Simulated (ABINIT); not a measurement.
## How the form of the self-energy moves the gap of BAs (F-43m)

Wanted: the gap of BAs (F-43m) under several approximations, with cost.

Calculated with ABINIT 10.8.3; PBE and many-body steps on it, plane waves.

**The experiments to reproduce.**

- Gap 4.12 eV: direct gap from square of absorption coefficient, average of two samples; spectroscopic ellipsometry; 300 K; bulk crystal (CVT-grown opaque bulk crystals) (“Optical properties of cubic boron arsenide”, 2019, arxiv:1911.04914).

- Gap 2.02 eV: indirect gap from square root of absorption coefficient, average of three samples; transmission and reflection spectroscopy; 300 K; bulk crystal (CVT-grown platelets about 10 um thick) (“Optical properties of cubic boron arsenide”, 2019, arxiv:1911.04914).

- Gap 1.82 eV: indirect optical gap from absorption edge; UV-visible absorption; 300 K; bulk crystal (single crystal grown by chemical vapor transport) (“Basic Physical Properties of Cubic Boron Arsenide”, 2019, arxiv:1911.11281).

Most raw output is cut from this account.

## (1) The structure

The structure is cubic, space group F-43m (No. 216). Conventional cell: a = 4.777 Å, b = 4.777 Å, c = 4.777 Å, α = 90.00°, β = 90.00°, γ = 90.00°. Nearest to B lie 4 As at 2.07 Å. Nearest to As lie 4 B at 2.07 Å. Farther neighbours are not listed.

Structure file:

```cif
data_structure
_symmetry_space_group_name_H-M 'P 1'
_symmetry_Int_Tables_number 1
_cell_length_a 3.3778
_cell_length_b 3.3778
_cell_length_c 3.3778
_cell_angle_alpha 60.000
_cell_angle_beta 60.000
_cell_angle_gamma 60.000
_cell_volume 27.25
loop_
_atom_site_label
_atom_site_type_symbol
_atom_site_fract_x
_atom_site_fract_y
_atom_site_fract_z
_atom_site_occupancy
B1 B 0.00000 0.00000 0.00000 1
As2 As 0.25000 0.25000 0.25000 1
```

The cell and positions come from the Crystallography Open Database and are kept as given unless a step says otherwise.

## (2) Empty states on the mesh, 6×6×6 mesh, 134 bands

This step: ABINIT 10.8.3; DFT, PBE, plane waves, norm-conserving pseudopotentials.

The sums over transitions need many empty states on a uniform mesh; this step solves for them.

Contents of run.abi:

```
acell 3*1.0 Angstrom
rprim 
  -0.000000000000 2.388500000000 2.388500000000
  2.388500000000 -0.000000000000 2.388500000000
  2.388500000000 2.388500000000 -0.000000000000
ntypat 2
znucl 5 33
natom 2
typat 1 2
xred 
  0.000000000000 0.000000000000 0.000000000000
  0.250000000000 0.250000000000 0.250000000000
pp_dirpath "pseudos"
pseudos "B.upf, As.upf"
ecut 44
ngkpt 6 6 6
nshiftk 1
shiftk 0 0 0
kptopt 1
chksymbreak 0
irdden 1
istwfk *1
nband 134
prtvol 0
optdriver 6
gwr_task "HDIAGO"
paral_kgb 0
occopt 1
indata_prefix "in"
outdata_prefix "out"
tmpdata_prefix "tmp"
```

On the command line:

```sh
$ OMP_NUM_THREADS=1 mpirun -n 8 abinit run.abi > log
```

It took 64 s on 8 MPI ranks of Arm Neoverse N1, shared host; peak memory 3.3 GiB; 8.5 min of CPU time.

Numbers from this step:

```
gap                                                           : 1.293 eV
k of the valence top                                          : 0, 0, 0
k of the conduction bottom                                    : 0.3333, 0.3333, 0
least direct gap                                              : 3.289 eV
k points computed                                             : 16
lowest point of the top converged band, above the valence top : 134.0405 eV
```

On this mesh the gap is 1.293 eV.

The density comes from a self-consistent run that is not shown.

## (3) Screening, 6×6×6 mesh, 126 bands, screening to 228.6 eV

The RPA dielectric matrix is built and inverted for each q.

This step: RPA screening on PBE, plane waves, norm-conserving pseudopotentials.

Changes to run.abi since step 2:

```diff
@@ -20,10 +20,11 @@
 chksymbreak 0
-irdden 1
 istwfk *1
-nband 134
-prtvol 0
-optdriver 6
-gwr_task "HDIAGO"
-paral_kgb 0
 occopt 1
+irdwfk 1
+optdriver 3
+nband 126
+ecuteps 8.4
+inclvkb 2
+awtr 1
+symchi 1
 indata_prefix "in"
```

Run time: 6.8 min. Hardware: 8 MPI ranks; peak memory 1.9 GiB.

This step gave:

* ε∞ with local fields, on this mesh, along the program's q direction: 10.51
* the same without local fields: 11.51
* plasma frequency: 36.27 eV
* plane waves in the screening matrix: 181

Local fields lower ε∞ by 9 %.

## (4) G0W0, Godby-Needs plasmon pole

The self-energy is evaluated for the states that the input lists, and the levels follow from it, in one-shot runs by the linearised quasiparticle equation.

This step: G0W0 on PBE, plane waves, norm-conserving pseudopotentials.

Changes to run.abi since step 3:

```diff
@@ -23,8 +23,17 @@
 irdwfk 1
-optdriver 3
+optdriver 4
 nband 126
+gwcalctyp 0
+ecutsigx 44
+symsigma 1
+nkptgw 2
+kptgw 
+  0.0000000000 0.0000000000 0.0000000000
+  0.3333333333 0.3333333333 0.0000000000
+bdgw 
+  11 16
+  12 15
 ecuteps 8.4
-inclvkb 2
-awtr 1
-symchi 1
+irdscr 1
+ppmodel 1
 indata_prefix "in"
```

Elapsed: 21 s, on 8 MPI ranks; peak memory 1.6 GiB.

This step gave:

```yaml
g0w0_gap_on_the_points_computed: 1.895 eV
starting_gap_on_the_mesh: 1.293 eV
k_of_the_valence_top: 0, 0, 0
k_of_the_conduction_bottom: 0.3333, 0.3333, 0
z_at_the_valence_top: 0.807
z_at_the_conduction_bottom: 0.817
least_direct_g0w0_gap_on_the_computed_points: 4.140 eV
```

The gap on the mesh goes from 1.29 eV to 1.89 eV, a correction of +0.60 eV.

## (5) G0W0, Hybertsen-Louie plasmon pole

Changes to run.abi since step 4:

```diff
@@ -37,3 +37,3 @@
 irdscr 1
-ppmodel 1
+ppmodel 2
 indata_prefix "in"
```

Run time: 21 s. Hardware: 8 MPI ranks; peak memory 1.6 GiB.

This step gave:

* G0W0 gap on the points computed: 2.088 eV
* starting gap on the mesh: 1.293 eV
* k of the valence top: 0, 0, 0
* k of the conduction bottom: 0.3333, 0.3333, 0
* Z at the valence top: 0.87
* Z at the conduction bottom: 0.875
* least direct G0W0 gap on the computed points: 4.342 eV

Against G0W0 in ABINIT (6×6×6 mesh, 126 bands, screening to 228.6 eV, Godby-Needs plasmon pole), the gap moves by +0.193 eV.

## (6) G0W0, von der Linden-Horsch plasmon pole

Changes to run.abi since step 5:

```diff
@@ -37,3 +37,3 @@
 irdscr 1
-ppmodel 2
+ppmodel 3
 indata_prefix "in"
```

Run time: 13 s. Hardware: 8 MPI ranks; peak memory 1.5 GiB; 1.7 min of CPU time.

Numbers from this step:

```yaml
g0w0_gap_on_the_points_computed: 1.992 eV
starting_gap_on_the_mesh: 1.293 eV
k_of_the_valence_top: 0, 0, 0
k_of_the_conduction_bottom: 0.3333, 0.3333, 0
least_direct_g0w0_gap_on_the_computed_points: 4.289 eV
```

Against G0W0 in ABINIT (6×6×6 mesh, 126 bands, screening to 228.6 eV, Godby-Needs plasmon pole), the gap moves by +0.097 eV.

## (7) G0W0, Engel-Farid plasmon pole

Changes to run.abi since step 6:

```diff
@@ -37,3 +37,3 @@
 irdscr 1
-ppmodel 3
+ppmodel 4
 indata_prefix "in"
```

Elapsed: 13 s, on 8 MPI ranks; peak memory 1.5 GiB.

Numbers from this step:

| Property | Result |
| --- | --- |
| G0W0 gap on the points computed | 1.96 eV |
| starting gap on the mesh | 1.293 eV |
| k of the valence top | 0, 0, 0 |
| k of the conduction bottom | 0.3333, 0.3333, 0 |
| least direct G0W0 gap on the computed points | 4.187 eV |

Against G0W0 in ABINIT (6×6×6 mesh, 126 bands, screening to 228.6 eV, Godby-Needs plasmon pole), the gap moves by +0.065 eV.

## (8) One-shot Hartree-Fock

This step: one-shot Hartree-Fock on PBE, plane waves, norm-conserving pseudopotentials.

Changes to run.abi since step 7:

```diff
@@ -24,4 +24,4 @@
 optdriver 4
-nband 126
-gwcalctyp 0
+nband 17
+gwcalctyp 5
 ecutsigx 44
@@ -35,5 +35,4 @@
   12 15
-ecuteps 8.4
-irdscr 1
-ppmodel 4
+ixc_sigma 40
+fftgw 31
 indata_prefix "in"
```

The job ended after 4.8 s (8 MPI ranks; peak memory 0.48 GiB).

This step gave:

```yaml
quasiparticle_gap_on_the_points_computed: 6.741 eV
starting_gap_on_the_mesh: 1.293 eV
k_of_the_valence_top: 0, 0, 0
k_of_the_conduction_bottom: 0.3333, 0.3333, 0
least_direct_quasiparticle_gap_on_the_computed_points: 9.328 eV
```

Against G0W0 in ABINIT (6×6×6 mesh, 126 bands, screening to 228.6 eV, Godby-Needs plasmon pole), the gap moves by +4.846 eV.

## (9) Screening, 6×6×6 mesh, 126 bands, screening to 228.6 eV

This step: RPA screening on PBE, plane waves, norm-conserving pseudopotentials.

Changes to run.abi since step 8:

```diff
@@ -23,16 +23,13 @@
 irdwfk 1
-optdriver 4
-nband 17
-gwcalctyp 5
-ecutsigx 44
-symsigma 1
-nkptgw 2
-kptgw 
-  0.0000000000 0.0000000000 0.0000000000
-  0.3333333333 0.3333333333 0.0000000000
-bdgw 
-  11 16
-  12 15
-ixc_sigma 40
-fftgw 31
+optdriver 3
+nband 126
+ecuteps 8.4
+inclvkb 2
+awtr 1
+symchi 1
+gwcalctyp 2
+nfreqre 16
+freqremax 40 eV
+nfreqim 8
+spmeth 0
 indata_prefix "in"
```

It took 27 min on 8 MPI ranks; peak memory 2 GiB.

Numbers from this step:

```
ε∞ with local fields, on this mesh, along the program's q direction : 10.51
the same without local fields                                       : 11.51
plasma frequency                                                    : 36.27 eV
plane waves in the screening matrix                                 : 181
```

## (10) G0W0, contour deformation

This step: G0W0 on PBE, plane waves, norm-conserving pseudopotentials.

Changes to run.abi since step 9:

```diff
@@ -23,13 +23,16 @@
 irdwfk 1
-optdriver 3
+optdriver 4
 nband 126
+gwcalctyp 2
+ecutsigx 44
+symsigma 1
+nkptgw 2
+kptgw 
+  0.0000000000 0.0000000000 0.0000000000
+  0.3333333333 0.3333333333 0.0000000000
+bdgw 
+  11 16
+  12 15
 ecuteps 8.4
-inclvkb 2
-awtr 1
-symchi 1
-gwcalctyp 2
-nfreqre 16
-freqremax 40 eV
-nfreqim 8
-spmeth 0
+irdscr 1
 indata_prefix "in"
```

Run time: 17 s. Hardware: 8 MPI ranks; peak memory 1.8 GiB; 2.3 min of CPU time.

This step gave:

| Item | Value |
| --- | --- |
| G0W0 gap on the points computed | 1.919 eV |
| starting gap on the mesh | 1.293 eV |
| k of the valence top | 0, 0, 0 |
| k of the conduction bottom | 0.3333, 0.3333, 0 |
| least direct G0W0 gap on the computed points | 4.129 eV |

Against G0W0 in ABINIT (6×6×6 mesh, 126 bands, screening to 228.6 eV, Godby-Needs plasmon pole), the gap moves by +0.024 eV.

## (11) Screening, 6×6×6 mesh, 126 bands, screening to 228.6 eV

This step: RPA screening on PBE, plane waves, norm-conserving pseudopotentials.

Changes to run.abi since step 10:

```diff
@@ -23,16 +23,11 @@
 irdwfk 1
-optdriver 4
+optdriver 3
 nband 126
-gwcalctyp 2
-ecutsigx 44
-symsigma 1
-nkptgw 2
-kptgw 
-  0.0000000000 0.0000000000 0.0000000000
-  0.3333333333 0.3333333333 0.0000000000
-bdgw 
-  11 16
-  12 15
 ecuteps 8.4
-irdscr 1
+inclvkb 2
+awtr 1
+symchi 1
+gwcalctyp 1
+nfreqre 0
+nfreqim 16
 indata_prefix "in"
```

Run time: 15 min. Hardware: 8 MPI ranks; peak memory 2 GiB.

This step gave:

| Quantity | Value |
| --- | --- |
| ε∞ with local fields, on this mesh, along the program's q direction | 10.51 |
| the same without local fields | 11.51 |
| plasma frequency | 36.27 eV |
| plane waves in the screening matrix | 181 |

## (12) G0W0, analytic continuation

This step: G0W0 on PBE, plane waves, norm-conserving pseudopotentials.

Changes to run.abi since step 11:

```diff
@@ -23,11 +23,18 @@
 irdwfk 1
-optdriver 3
+optdriver 4
 nband 126
+gwcalctyp 1
+ecutsigx 44
+symsigma 1
+nkptgw 2
+kptgw 
+  0.0000000000 0.0000000000 0.0000000000
+  0.3333333333 0.3333333333 0.0000000000
+bdgw 
+  11 16
+  12 15
 ecuteps 8.4
-inclvkb 2
-awtr 1
-symchi 1
-gwcalctyp 1
-nfreqre 0
-nfreqim 16
+irdscr 1
+nomegasi 12
+omegasimax 25 eV
 indata_prefix "in"
```

Wall time 17 s (8 MPI ranks); peak memory 1.7 GiB.

This step gave:

```yaml
g0w0_gap_on_the_points_computed: 1.784 eV
starting_gap_on_the_mesh: 1.293 eV
k_of_the_valence_top: 0, 0, 0
k_of_the_conduction_bottom: 0.3333, 0.3333, 0
least_direct_g0w0_gap_on_the_computed_points: 4.005 eV
```

Against G0W0 in ABINIT (6×6×6 mesh, 126 bands, screening to 228.6 eV, Godby-Needs plasmon pole), the gap moves by −0.111 eV.

## (13) The runs together

Times are wall times on 8 MPI ranks of Arm Neoverse N1, shared host, good to a factor of about two. A run's time includes the screening step that it read.

```tsv
run	mesh	bands	screening cutoff (eV)	DFT gap (eV)	gap on the mesh (eV)	direct (eV)	ε∞ used	time
G0W0, Godby-Needs plasmon pole	6×6×6	126	228.6	1.293	1.895	4.140	10.51	7.2 min
G0W0, Hybertsen-Louie plasmon pole	6×6×6	126	228.6	1.293	2.088	4.342	10.51	7.2 min
G0W0, von der Linden-Horsch plasmon pole	6×6×6	126	228.6	1.293	1.992	4.289	10.51	7 min
G0W0, Engel-Farid plasmon pole	6×6×6	126	228.6	1.293	1.960	4.187	10.51	7 min
one-shot Hartree-Fock	6×6×6	-	-	1.293	6.741	9.328	-	4.8 s
G0W0, contour deformation	6×6×6	126	228.6	1.293	1.919	4.129	10.51	27 min
G0W0, analytic continuation	6×6×6	126	228.6	1.293	1.784	4.005	10.51	15 min
```

## (14) Summary of results

```yaml
g0w0_godby_needs_plasmon_pole: 1.895 eV
g0w0_hybertsen_louie_plasmon_pole: 2.088 eV
g0w0_von_der_linden_horsch_plasmon_pole: 1.992 eV
g0w0_engel_farid_plasmon_pole: 1.960 eV
one_shot_hartree_fock: 6.741 eV
g0w0_contour_deformation: 1.919 eV
g0w0_analytic_continuation: 1.784 eV
known_limits: not at the basis limit; no spin-orbit coupling
```

**Reading.** G0W0, Hybertsen-Louie plasmon pole: +0.193 eV against G0W0, Godby-Needs plasmon pole. G0W0, von der Linden-Horsch plasmon pole: +0.097 eV against G0W0, Godby-Needs plasmon pole. G0W0, Engel-Farid plasmon pole: +0.065 eV against G0W0, Godby-Needs plasmon pole. One-shot Hartree-Fock: +4.846 eV against G0W0, Godby-Needs plasmon pole. G0W0, contour deformation: +0.024 eV against G0W0, Godby-Needs plasmon pole. G0W0, analytic continuation: −0.111 eV against G0W0, Godby-Needs plasmon pole. Bare exchange alone opens the gap to 6.74 eV; against G0W0, correlation takes back 4.85 eV. Against experiment, by G0W0, Godby-Needs plasmon pole: the direct gap of 4.14 eV lies +0.02 eV from the measured 4.12 eV (direct, 300 K, 2019); the gap of 1.89 eV lies −0.13 eV from the measured 2.02 eV (indirect, 300 K, 2019); the gap of 1.89 eV lies +0.07 eV from the measured 1.82 eV (indirect, 300 K, 2019). An exciton line or allowed optical edge lies below the quasiparticle gap by the binding energy; a forbidden edge can push the onset above it. These are gaps on the mesh, at modest bands and cutoff. The calculation has static nuclei and no excitons; a measured gap holds zero-point and thermal motion, which mostly lowers it. Bands and cutoff are finite, so the gap is not at the basis limit. The miss can reach some tenths of an eV and take either sign; the mesh is an error of its own. In the G0W0 runs levels were corrected at 2 k points alone, so a gap called «on the mesh» is the least over those, and an edge elsewhere would be missed. A denser mesh or path gives a starting gap of 1.21 eV: the GW mesh misses a band edge, so its gaps are not the fundamental one. The many-body steps are scalar-relativistic: spin-orbit coupling is not in them.

[Paths, hosts, dates, memory and timing lines, banners, echoed tables and standing remarks are left out of the program output.]

[Logs are printed without paths, hosts, clocks, repeated set-up lines and the standing remarks that a program may print on its own settings, such as how far it seeks lower states.]

[Runs of the session that timed out or met a known fault of the program may be left out.]

[Hosts, paths, dates, database ids (printed as entryN), source tags and the programs' standing remarks are cut or masked in the printed files.]

[G0W0 gaps are taken among the corrected bands and points alone; a level outside them can change the order at an edge.]

[Where Ansatz stands beside ABINIT at settings called matched, ABINIT's density can come from a denser mesh and the files from another edition; pairs whose starting gaps differed by over 0.03 eV were left out, so agreement reads better than it is.]
